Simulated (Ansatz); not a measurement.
## How Al(110) screens a field

Wanted: the response of a Al(110) slab to a perpendicular field.

Main program and level: Ansatz 0.2.0; plane-wave DFT, r2SCAN, Ansatz PAW.

**1. Starting point**

The cell holds 6 atoms: 6 Al. Its edges and angles: a = 4.050 Å, b = 2.864 Å, c = 25.159 Å, α = 90.0°, β = 90.0°, γ = 90.0°. Vacuum lies along c.

**2. Atoms held, field 0**

A sawtooth potential applies the field, turning back in the middle of the vacuum. With the dipole correction the typed value is the field outside the slab. The induced dipole is small, so the SCF threshold is tight.

File input.yaml:

```yaml
crystal:
  lattice:
    - [4.05, 0.0, 0.0]
    - [0.0, 2.8637824638, 0.0]
    - [0.0, 0.0, 25.1594561595]
  atoms:
    - { symbol: Al, position: [0.5, 0.5, 0.357718384] }
    - { symbol: Al, position: [0.0, 0.0, 0.4146310304] }
    - { symbol: Al, position: [0.5, 0.5, 0.4715436768] }
    - { symbol: Al, position: [0.0, 0.0, 0.5284563232] }
    - { symbol: Al, position: [0.5, 0.5, 0.5853689696] }
    - { symbol: Al, position: [0.0, 0.0, 0.642281616] }
kpoints:
  mp_grid: { grid: [12, 18, 1] }
hamiltonian:
  xc: r2scan
scf:
  occupations: { method: fermi_dirac, width: 0.1 }
  convergence: { dr2_threshold: 1.0e-10 }
efield:
  axis: 3
  dipole_correction: true
  ramp_position: 0.97
  ramp_width: 0.06
  amplitude: 0
output:
  forces: true
  write_potential: true
  write_density: true
  volumetric_format: npy
```

Command:

```console
$ ansatz run input.yaml --threads 2 --pin off --max-ram 3072MiB --backend cpu --events-out ev --progress --plain --runs-dir out
```

Numbers of over 12 decimals in the logs are rounded to 6 here.

Log:

```text
Engine: ansatz 0.2.0, aarch64-unknown-linux-gnu
Pseudopotentials: kind: paw
Pseudopotential: Al, paw, valence charge 3, recommended cutoff 500 eV (meta_gga), Al.paw.azcp
Functional definition: r2SCAN
  parameter k0 = 0.174
  parameter k1 = 0.065
  parameter a1 = 4.9479
  exchange = r2scan_x(k0 = k0, k1 = k1, a1 = a1)
  correlation = r2scan_c
Crystal: 6 atoms, lattice volume = 291.807 Å³
Basis set: ecut = 500 eV, 7411 PW (Γ), exchange–correlation on 120×96×768 points (64 copies of the dense FFT grid, shifted against one another)
Bands: 15, of which v1, the nominal top of the filled ones, is band 9 counted from 1 (8 counted from 0)
Symmetry: 4 space group operations
k-points: 70 of 216
Non-local potential: Al, projectors of the file, l = 0: 2, l = 1: 2, l = 2: 1
PAW form: soft (Blöchl's): semilocal exchange-correlation on the pseudo side does not see the compensation charge
PAW frozen core: Al, regenerated for the run's functional (the file was generated under x = pbe(κ = 0.804, μ = 0.219515), c = pbe(β = 0.066725))
PAW one-centre angular grid: Al, 302 points (default); XC on 160 Gauss nodes
Initial density: superposition of atomic densities (neutral atoms: chi_scale 0, normalization atom), corrected by the library's trained network
Initial wavefunctions: pseudopotential atomic-orbital guess
Functional: x = r2scan, c = r2scan; τ floored in thin density (d = 2e-4 eV/Å³)
SCF iter   1: F=—  HF=-3240.683856 eV  |F-HF|=—  |Δ(HF+E_count)|=         —  Δρ=2.27e-3  dr2=2.40e-2  dr2_τ=2.00e-2  ethr=1.77e-3  p=0.000 e·Å  D=1.10e-14 V/Å  ΔV_dip=-0.00 eV  dr2_dipole=2.19e-8  V_vac-E_F(+/−)=3.91/3.91 eV  ⟨swp⟩=8.9  Hψ=8279  notcnv=0
efield: sawtooth ramp at fractional position 0.9700 (set: `efield.ramp_position`, or a place that a band, a saddle search or an elastic batch's reference lends), width 0.0600; the density the first Hamiltonian is built on has a dipole p = 0.000 e·Å; the dipole correction subtracts the counter field D = 1.10e-14 V/Å, which shifts the + side's vacuum level by -0.00 eV against the − side's; the planar-averaged density in the ramp window peaks in size at 6.1e-6 e/Å³
preconditioner: auto → LDOS  [metal: Δε(μ)=0.004 eV  Ē_g=6.581 eV  σ=0.100 eV  W_gap=0.01  n_scr=22 (ndim 8)  ℏωp=9.2 eV  f_vac=0.530  D(μ)=3.26/eV (n_scr^D=10)  β→1.0]
SCF iter   2: F=—  HF=-3240.723183 eV  |F-HF|=—  |Δ(HF+E_count)|=   3.93e-2  Δρ=7.60e-4  dr2=1.92e-3  dr2_τ=6.30e-6  ethr=1.34e-4  p=-0.000 e·Å  D=-9.86e-7 V/Å  ΔV_dip=0.00 eV  dr2_dipole=3.58e-8  V_vac-E_F(+/−)=3.98/3.98 eV  ⟨swp⟩=2.2  Hψ=2681  notcnv=0  defer=4
SCF iter   3: F=—  HF=-3240.723848 eV  |F-HF|=—  |Δ(HF+E_count)|=   6.65e-4  Δρ=1.79e-4  dr2=1.33e-4  dr2_τ=7.69e-7  ethr=1.07e-5  p=-0.000 e·Å  D=-4.32e-6 V/Å  ΔV_dip=0.00 eV  dr2_dipole=1.90e-9  V_vac-E_F(+/−)=4.00/4.00 eV  ⟨swp⟩=2.7  Hψ=1837  notcnv=0  defer=4
SCF iter   4: F=—  HF=-3240.723939 eV  |F-HF|=—  |Δ(HF+E_count)|=   9.06e-5  Δρ=5.25e-5  dr2=2.06e-5  dr2_τ=5.41e-8  ethr=7.39e-7  p=-0.000 e·Å  D=-1.08e-7 V/Å  ΔV_dip=0.00 eV  dr2_dipole=2.81e-9  V_vac-E_F(+/−)=4.01/4.01 eV  ⟨swp⟩=2.4  Hψ=1775  notcnv=0  defer=4
SCF iter   5: F=—  HF=-3240.723947 eV  |F-HF|=—  |Δ(HF+E_count)|=   8.47e-6  Δρ=1.61e-5  dr2=1.89e-6  dr2_τ=4.83e-9  ethr=1.14e-7  p=0.000 e·Å  D=1.79e-7 V/Å  ΔV_dip=-0.00 eV  dr2_dipole=2.11e-11  V_vac-E_F(+/−)=4.02/4.02 eV  ⟨swp⟩=2.5  Hψ=1771  notcnv=0  defer=4
SCF iter   6: F=—  HF=-3240.723959 eV  |F-HF|=—  |Δ(HF+E_count)|=   1.21e-5  Δρ=2.78e-6  dr2=7.15e-8  dr2_τ=2.31e-10  ethr=1.05e-8  p=0.000 e·Å  D=1.33e-7 V/Å  ΔV_dip=-0.00 eV  dr2_dipole=3.50e-12  V_vac-E_F(+/−)=4.02/4.02 eV  ⟨swp⟩=2.5  Hψ=1761  notcnv=0  defer=4
SCF iter   7: F=—  HF=-3240.723959 eV  |F-HF|=—  |Δ(HF+E_count)|=   3.28e-8  Δρ=7.50e-7  dr2=3.81e-9  dr2_τ=7.48e-12  ethr=3.97e-10  p=0.000 e·Å  D=5.36e-8 V/Å  ΔV_dip=-0.00 eV  dr2_dipole=1.86e-13  V_vac-E_F(+/−)=4.02/4.02 eV  ⟨swp⟩=2.5  Hψ=1785  notcnv=0  defer=4
SCF iter   8: F=—  HF=-3240.723959 eV  |F-HF|=—  |Δ(HF+E_count)|=   3.19e-9  Δρ=1.62e-7  dr2=1.33e-10  dr2_τ=3.51e-13  ethr=2.12e-11  p=-0.000 e·Å  D=-1.09e-8 V/Å  ΔV_dip=0.00 eV  dr2_dipole=5.37e-14  V_vac-E_F(+/−)=4.02/4.02 eV  ⟨swp⟩=2.3  Hψ=1764  notcnv=0  defer=4
SCF iter   9: F=-3240.723959 eV  HF=-3240.723959 eV  |F-HF|=1.00e-11  |Δ(HF+E_count)|=  1.64e-10  Δρ=2.97e-8  dr2=3.24e-12  dr2_τ=1.27e-14  ethr=1.00e-12  p=-0.000 e·Å  D=-2.09e-9 V/Å  ΔV_dip=0.00 eV  dr2_dipole=1.35e-14  V_vac-E_F(+/−)=4.02/4.02 eV  ⟨swp⟩=10.5  Hψ=6726  notcnv=0
SCF 1 converged in 9 iterations: F = -3240.723959 eV  dr2 = 3.24e-12
  greatest PAW one-centre occupation: 0.477 electrons in one spin orbital (limit 2), on the Al atom at site 0 (counted from 0), in its partial waves of l = 0
WARN: The output density's exchange-correlation potential varies sharply where the density is thin. Do not read a vacuum level from v_tot or v_xc, or from such a field of the output density. On a cell that repeats whose density bears no net charge and no dipole along the vacuum's axis use v_es (v_loc + v_h of the components); under efield.dipole_correction with no amplitude use v_es + v_field, which holds any externa [...]
SCF converged after 9 iterations
Free energy (F): -3240.723959 eV
Harris-Foulkes:  -3240.723959 eV  (|F-HF|=1.00e-11)
Internal energy: -3240.615365 eV  (E = F + TS)
E sigma→0 (E₀):  -3240.669662 eV
Entropy (-TS):   -0.108594 eV (-18.099 meV/atom)
Fermi energy:    0.131284 eV
Dipole field:    D = 0.000000 V/Å  (p = 0.000000 e·Å, saw-weighted, corrected)
Work function:   Φ+ = 4.0205 eV   Φ− = 4.0205 eV
Levels:          The Fermi level and band energies are counted from a zero that moves with the ramp; work functions are not
--- Per-component energies (eV) ---
  E_band       = -76.916189
  E_kinetic    = 130.000866
  E_local      = -4475.731608  (includes V_loc(G=0)·N_el)
  E_nonlocal   = 58.293620
  E_hartree    = 2201.549551
  E_xc         = -215.202897
  E_vxc        = -179.840604  (∫ρ·V_xc dr)
  E_paw        = -2838.078414  (= ΣΔE_a)
  E_vpaw       = -19.948282  (= ΣTr[D̂ρ^β])
  E_aug_tail   = -0.000005  (compensation charges beyond the density's cutoff)
  E_vtau       = 7.210704  (kinetic-family band-sum trace: ∫τ·v_τ [+ j·A + Jᵃ·Aᵃ] dr)
  E_efield     = 0.000000  (sawtooth field / dipole correction)
  E_vefield    = 0.000000  (∫n·V_field dr)
  E_ewald      = 1898.914169
  E_core_change = -0.360648  (= ΣΔE_core)
  E_smearing   = -0.108594  (= −TS)
  E_closure    = 0.000000  (closes the sum)
  Σ components = -3240.723959   (vs F -3240.723959, Δ=0.00e0)
--- Forces (eV/Å), atoms counted from 1 ---
  atom   1  Al     0.00000000     0.00000000     0.44709826
  atom   2  Al     0.00000000    -0.00000000    -0.11150082
  atom   3  Al     0.00000000     0.00000000     0.09113426
  atom   4  Al     0.00000000    -0.00000000    -0.09113425
  atom   5  Al     0.00000000     0.00000000     0.11150073
  atom   6  Al     0.00000000    -0.00000000    -0.44709822
  max |Σ_I F_I| component: 4.73e-8 eV/Å
--- Band table (eV; the first three rows and the last of 70) ---
  k-point 0: bands = [... 5 lower, -2.6349, -1.3802, -1.0495, -0.2692, 0.3367, 0.6118, 2.4958, 2.6515, ... 2 higher]
  k-point 1: bands = [... 5 lower, -2.5805, -1.3257, -0.9944, -0.2187, 0.3901, 0.6665, 2.5407, 2.6982, ... 2 higher]
  k-point 2: bands = [... 5 lower, -2.4170, -1.1621, -0.8325, -0.0738, 0.5464, 0.8304, 2.6532, 2.8292, ... 2 higher]
  k-point 69: bands = [... 5 lower, -3.2294, -2.7176, -2.7176, -1.3943, -1.3943, -0.2765, -0.2765, 1.5287, ... 2 higher]
```

Run time: 46 s. Hardware: 2 threads of Arm Neoverse V1, shared host; peak memory 1.1 GiB; 91 s of CPU time.

In the SCF lines HF is the Harris–Foulkes energy and dr2 the Hartree energy of the density residual, in eV; the loop may stop once dr2 is under the threshold and the program's other checks hold. Hψ counts applications of the Hamiltonian.

Numbers from this step:

```
energy at zero smearing   : -3240.6697 eV
work function, upper face : 4.020 eV
dipole along the normal   : 2.06e-7 e·Å
```

Running mean over 1.432 Å of the planar mean; the ramp of the sawtooth is left out. The electron's electrostatic potential energy less the Fermi level by z:

| z (Å) | electron's electrostatic potential energy less the Fermi level (eV) |
| --- | --- |
| 3.5 | 4.02 |
| 4.0 | 4.02 |
| 4.5 | 4.02 |
| 5.0 | 4.02 |
| 5.5 | 4.01 |
| 6.0 | 3.99 |
| 6.5 | 3.90 |
| 7.0 | 3.62 |
| 7.5 | 2.71 |
| 8.0 | 0.671 |
| 8.5 | -1.68 |
| 9.0 | -3.67 |
| 9.5 | -4.49 |
| 10.0 | -4.65 |
| 10.5 | -4.67 |
| 11.0 | -4.67 |
| 11.5 | -4.68 |
| 12.0 | -4.67 |
| 12.5 | -4.67 |
| 13.0 | -4.67 |
| 13.5 | -4.68 |
| 14.0 | -4.68 |
| 14.5 | -4.67 |
| 15.0 | -4.66 |
| 15.5 | -4.58 |
| 16.0 | -4.06 |
| 16.5 | -2.39 |
| 17.0 | -0.0843 |
| 17.5 | 2.16 |
| 18.0 | 3.43 |
| 18.5 | 3.85 |
| 19.0 | 3.97 |
| 19.5 | 4.01 |
| 20.0 | 4.02 |
| 20.5 | 4.02 |
| 21.0 | 4.02 |
| 21.5 | 4.02 |
| 22.0 | 4.02 |

Force by atom:

| atom | x (eV/Å) | y (eV/Å) | z (eV/Å) | size |
| --- | --- | --- | --- | --- |
| Al1 | 0.000 | 0.000 | 0.447 | 0.447 |
| Al2 | 0.000 | 0.000 | -0.112 | 0.112 |
| Al3 | 0.000 | 0.000 | 0.091 | 0.091 |
| Al4 | 0.000 | 0.000 | -0.091 | 0.091 |
| Al5 | 0.000 | 0.000 | 0.112 | 0.112 |
| Al6 | 0.000 | 0.000 | -0.447 | 0.447 |

The work function of the upper face is 4.02 eV.

**3. Single point, field 0.05 V/Å**

input.yaml, as its differences from that of step 2:

```diff
@@ -24,3 +24,3 @@
   ramp_width: 0.06
-  amplitude: 0
+  amplitude: 0.05
 output:
```

Log:

```text
[...]
Crystal: 6 atoms, lattice volume = 291.807 Å³
Basis set: ecut = 500 eV, 7411 PW (Γ), exchange–correlation on 120×96×768 points (64 copies of the dense FFT grid, shifted against one another)
Bands: 15, of which v1, the nominal top of the filled ones, is band 9 counted from 1 (8 counted from 0)
Symmetry: 4 space group operations
k-points: 70 of 216
[...]
k-point 0: bands = [... 5 lower, -2.6352, -1.3805, -1.0497, -0.2695, 0.3365, 0.6116, 2.4937, 2.6519, ... 2 higher]
  k-point 1: bands = [... 5 lower, -2.5807, -1.3259, -0.9946, -0.2190, 0.3899, 0.6662, 2.5386, 2.6986, ... 2 higher]
  k-point 2: bands = [... 5 lower, -2.4172, -1.1623, -0.8327, -0.0741, 0.5462, 0.8302, 2.6514, 2.8294, ... 2 higher]
  k-point 69: bands = [... 5 lower, -3.2296, -2.7178, -2.7178, -1.3948, -1.3943, -0.2768, -0.2767, 1.5285, ... 2 higher]
[key lines of the parts left out:]
SCF converged after 9 iterations
Free energy (F): -3240.724792 eV
Fermi energy:    0.131063 eV
Dipole field:    D = 0.020649 V/Å  (p = 0.033299 e·Å, saw-weighted, corrected)
```

Run time: 45 s. Hardware: 2 threads; peak memory 1.1 GiB.

The dipole is 0.0333 e·Å.

**4. Atoms held, field -0.05 V/Å**

input.yaml, as its differences from that of step 3:

```diff
@@ -24,3 +24,3 @@
   ramp_width: 0.06
-  amplitude: 0.05
+  amplitude: -0.05
 output:
```

Log:

```text
[...]
Crystal: 6 atoms, lattice volume = 291.807 Å³
Basis set: ecut = 500 eV, 7411 PW (Γ), exchange–correlation on 120×96×768 points (64 copies of the dense FFT grid, shifted against one another)
Bands: 15, of which v1, the nominal top of the filled ones, is band 9 counted from 1 (8 counted from 0)
Symmetry: 4 space group operations
k-points: 70 of 216
[...]
k-point 0: bands = [... 5 lower, -2.6352, -1.3805, -1.0497, -0.2695, 0.3365, 0.6116, 2.4937, 2.6519, ... 2 higher]
  k-point 1: bands = [... 5 lower, -2.5807, -1.3259, -0.9946, -0.2190, 0.3899, 0.6662, 2.5386, 2.6986, ... 2 higher]
  k-point 2: bands = [... 5 lower, -2.4172, -1.1623, -0.8327, -0.0741, 0.5462, 0.8302, 2.6514, 2.8294, ... 2 higher]
  k-point 69: bands = [... 5 lower, -3.2296, -2.7178, -2.7178, -1.3948, -1.3943, -0.2768, -0.2767, 1.5285, ... 2 higher]
[key lines of the parts left out:]
SCF converged after 9 iterations
Free energy (F): -3240.724792 eV
Fermi energy:    0.131063 eV
Dipole field:    D = -0.020649 V/Å  (p = -0.033300 e·Å, saw-weighted, corrected)
```

Elapsed: 45 s, on 2 threads; peak memory 1.1 GiB.

The dipole is -0.0333 e·Å.

**5. Atoms held, field 0.1 V/Å**

input.yaml, as its differences from that of step 4:

```diff
@@ -24,3 +24,3 @@
   ramp_width: 0.06
-  amplitude: -0.05
+  amplitude: 0.1
 output:
```

Log:

```text
[...]
Crystal: 6 atoms, lattice volume = 291.807 Å³
Basis set: ecut = 500 eV, 7411 PW (Γ), exchange–correlation on 120×96×768 points (64 copies of the dense FFT grid, shifted against one another)
Bands: 15, of which v1, the nominal top of the filled ones, is band 9 counted from 1 (8 counted from 0)
Symmetry: 4 space group operations
k-points: 70 of 216
[...]
k-point 0: bands = [... 5 lower, -2.6358, -1.3811, -1.0504, -0.2702, 0.3359, 0.6110, 2.4874, 2.6531, ... 2 higher]
  k-point 1: bands = [... 5 lower, -2.5813, -1.3266, -0.9953, -0.2198, 0.3892, 0.6656, 2.5325, 2.6997, ... 2 higher]
  k-point 2: bands = [... 5 lower, -2.4179, -1.1629, -0.8334, -0.0749, 0.5456, 0.8295, 2.6458, 2.8301, ... 2 higher]
  k-point 69: bands = [... 5 lower, -3.2302, -2.7185, -2.7184, -1.3957, -1.3947, -0.2775, -0.2773, 1.5278, ... 2 higher]
[key lines of the parts left out:]
SCF converged after 9 iterations
Free energy (F): -3240.727289 eV
Fermi energy:    0.130391 eV
Dipole field:    D = 0.041303 V/Å  (p = 0.066606 e·Å, saw-weighted, corrected)
```

The job ended after 45 s (2 threads; peak memory 1.1 GiB).

The dipole is 0.0666 e·Å.

**6. Atoms held, field -0.1 V/Å**

input.yaml, as its differences from that of step 5:

```diff
@@ -24,3 +24,3 @@
   ramp_width: 0.06
-  amplitude: 0.1
+  amplitude: -0.1
 output:
```

Log:

```text
[...]
Crystal: 6 atoms, lattice volume = 291.807 Å³
Basis set: ecut = 500 eV, 7411 PW (Γ), exchange–correlation on 120×96×768 points (64 copies of the dense FFT grid, shifted against one another)
Bands: 15, of which v1, the nominal top of the filled ones, is band 9 counted from 1 (8 counted from 0)
Symmetry: 4 space group operations
k-points: 70 of 216
[...]
k-point 0: bands = [... 5 lower, -2.6358, -1.3811, -1.0504, -0.2702, 0.3359, 0.6110, 2.4874, 2.6531, ... 2 higher]
  k-point 1: bands = [... 5 lower, -2.5813, -1.3266, -0.9953, -0.2198, 0.3892, 0.6656, 2.5325, 2.6997, ... 2 higher]
  k-point 2: bands = [... 5 lower, -2.4179, -1.1629, -0.8334, -0.0749, 0.5456, 0.8295, 2.6458, 2.8301, ... 2 higher]
  k-point 69: bands = [... 5 lower, -3.2302, -2.7185, -2.7184, -1.3957, -1.3947, -0.2775, -0.2773, 1.5278, ... 2 higher]
[key lines of the parts left out:]
SCF converged after 9 iterations
Free energy (F): -3240.727289 eV
Fermi energy:    0.130391 eV
Dipole field:    D = -0.041303 V/Å  (p = -0.066606 e·Å, saw-weighted, corrected)
```

Run time: 46 s. Hardware: 2 threads; peak memory 1.1 GiB.

The dipole is -0.0666 e·Å.

**7. Single point, field 0.2 V/Å**

input.yaml, as its differences from that of step 6:

```diff
@@ -24,3 +24,3 @@
   ramp_width: 0.06
-  amplitude: -0.1
+  amplitude: 0.2
 output:
```

Log:

```text
[...]
Crystal: 6 atoms, lattice volume = 291.807 Å³
Basis set: ecut = 500 eV, 7411 PW (Γ), exchange–correlation on 120×96×768 points (64 copies of the dense FFT grid, shifted against one another)
Bands: 15, of which v1, the nominal top of the filled ones, is band 9 counted from 1 (8 counted from 0)
Symmetry: 4 space group operations
k-points: 70 of 216
[...]
k-point 0: bands = [... 5 lower, -2.6385, -1.3838, -1.0530, -0.2734, 0.3332, 0.6083, 2.4615, 2.6571, ... 2 higher]
  k-point 1: bands = [... 5 lower, -2.5840, -1.3292, -0.9980, -0.2229, 0.3866, 0.6630, 2.5071, 2.7034, ... 2 higher]
  k-point 2: bands = [... 5 lower, -2.4205, -1.1656, -0.8361, -0.0780, 0.5429, 0.8269, 2.6227, 2.8322, ... 2 higher]
  k-point 69: bands = [... 5 lower, -3.2328, -2.7212, -2.7210, -1.3988, -1.3968, -0.2801, -0.2798, 1.5253, ... 2 higher]
[key lines of the parts left out:]
SCF converged after 10 iterations
Free energy (F): -3240.737281 eV
Fermi energy:    0.127694 eV
Dipole field:    D = 0.082627 V/Å  (p = 0.133247 e·Å, saw-weighted, corrected)
```

The job ended after 52 s (2 threads; peak memory 1.1 GiB).

The dipole is 0.133 e·Å.

**8. Single point, field -0.2 V/Å**

input.yaml, as its differences from that of step 7:

```diff
@@ -24,3 +24,3 @@
   ramp_width: 0.06
-  amplitude: 0.2
+  amplitude: -0.2
 output:
```

Log:

```text
[...]
Crystal: 6 atoms, lattice volume = 291.807 Å³
Basis set: ecut = 500 eV, 7411 PW (Γ), exchange–correlation on 120×96×768 points (64 copies of the dense FFT grid, shifted against one another)
Bands: 15, of which v1, the nominal top of the filled ones, is band 9 counted from 1 (8 counted from 0)
Symmetry: 4 space group operations
k-points: 70 of 216
[...]
k-point 0: bands = [... 5 lower, -2.6385, -1.3838, -1.0530, -0.2734, 0.3332, 0.6083, 2.4615, 2.6571, ... 2 higher]
  k-point 1: bands = [... 5 lower, -2.5840, -1.3292, -0.9980, -0.2229, 0.3866, 0.6630, 2.5071, 2.7034, ... 2 higher]
  k-point 2: bands = [... 5 lower, -2.4205, -1.1656, -0.8361, -0.0780, 0.5429, 0.8269, 2.6227, 2.8322, ... 2 higher]
  k-point 69: bands = [... 5 lower, -3.2328, -2.7212, -2.7210, -1.3988, -1.3968, -0.2801, -0.2798, 1.5253, ... 2 higher]
[key lines of the parts left out:]
SCF converged after 10 iterations
Free energy (F): -3240.737281 eV
Fermi energy:    0.127694 eV
Dipole field:    D = -0.082627 V/Å  (p = -0.133247 e·Å, saw-weighted, corrected)
```

It took 48 s on 2 threads; peak memory 1.1 GiB; 96 s of CPU time.

The dipole is -0.133 e·Å.

**9. Atoms held, field 0.4 V/Å**

input.yaml, as its differences from that of step 8:

```diff
@@ -24,3 +24,3 @@
   ramp_width: 0.06
-  amplitude: -0.2
+  amplitude: 0.4
 output:
@@ -30 +30,2 @@
   volumetric_format: npy
+  elf: true
```

Log:

```text
[...]
Crystal: 6 atoms, lattice volume = 291.807 Å³
Basis set: ecut = 500 eV, 7411 PW (Γ), exchange–correlation on 120×96×768 points (64 copies of the dense FFT grid, shifted against one another)
Bands: 15, of which v1, the nominal top of the filled ones, is band 9 counted from 1 (8 counted from 0)
Symmetry: 4 space group operations
k-points: 70 of 216
[...]
k-point 0: bands = [... 5 lower, -2.6495, -1.3947, -1.0640, -0.2866, 0.3224, 0.5976, 2.3305, 2.6649, ... 2 higher]
  k-point 1: bands = [... 5 lower, -2.5950, -1.3401, -1.0089, -0.2361, 0.3757, 0.6522, 2.3788, 2.7108, ... 2 higher]
  k-point 2: bands = [... 5 lower, -2.4315, -1.1765, -0.8470, -0.0910, 0.5321, 0.8161, 2.5060, 2.8355, ... 2 higher]
  k-point 69: bands = [... 5 lower, -3.2436, -2.7321, -2.7318, -1.4104, -1.4066, -0.2909, -0.2903, 1.5083, ... 2 higher]
[key lines of the parts left out:]
SCF converged after 11 iterations
Free energy (F): -3240.777280 eV
Fermi energy:    0.116593 eV
Dipole field:    D = 0.165468 V/Å  (p = 0.266839 e·Å, saw-weighted, corrected)
```

Run time: 53 s. Hardware: 2 threads; peak memory 1.1 GiB; 1.8 min of CPU time.

Running mean over 1.432 Å of the planar mean, with the applied field; the ramp of the sawtooth is left out. The electron's electrostatic potential energy less the Fermi level by z:

| z (Å) | electron's electrostatic potential energy less the Fermi level (eV) |
| --- | --- |
| 4 | 2.70 |
| 5 | 3.09 |
| 6 | 3.44 |
| 7 | 3.41 |
| 8 | 0.647 |
| 9 | -3.66 |
| 10 | -4.65 |
| 11 | -4.68 |
| 12 | -4.67 |
| 13 | -4.67 |
| 14 | -4.68 |
| 15 | -4.66 |
| 16 | -4.06 |
| 17 | -0.0652 |
| 18 | 3.62 |
| 19 | 4.50 |
| 20 | 4.93 |
| 21 | 5.33 |
| 22 | 5.73 |

The dipole is 0.267 e·Å.

[end of part 1 of 2]

[Logs are printed without paths, hosts, clocks, repeated set-up lines and the standing remarks that a program may print on its own settings, such as how far it seeks lower states.]

[Hosts, paths, dates, database ids (printed as entryN), source tags and the programs' standing remarks are cut or masked in the printed files.]

[Maps of the electrostatic potential energy from Ansatz leave out the sawtooth potential of an applied field or a dipole correction, so their vacuum need not be flat; planar profiles and work functions include it.]
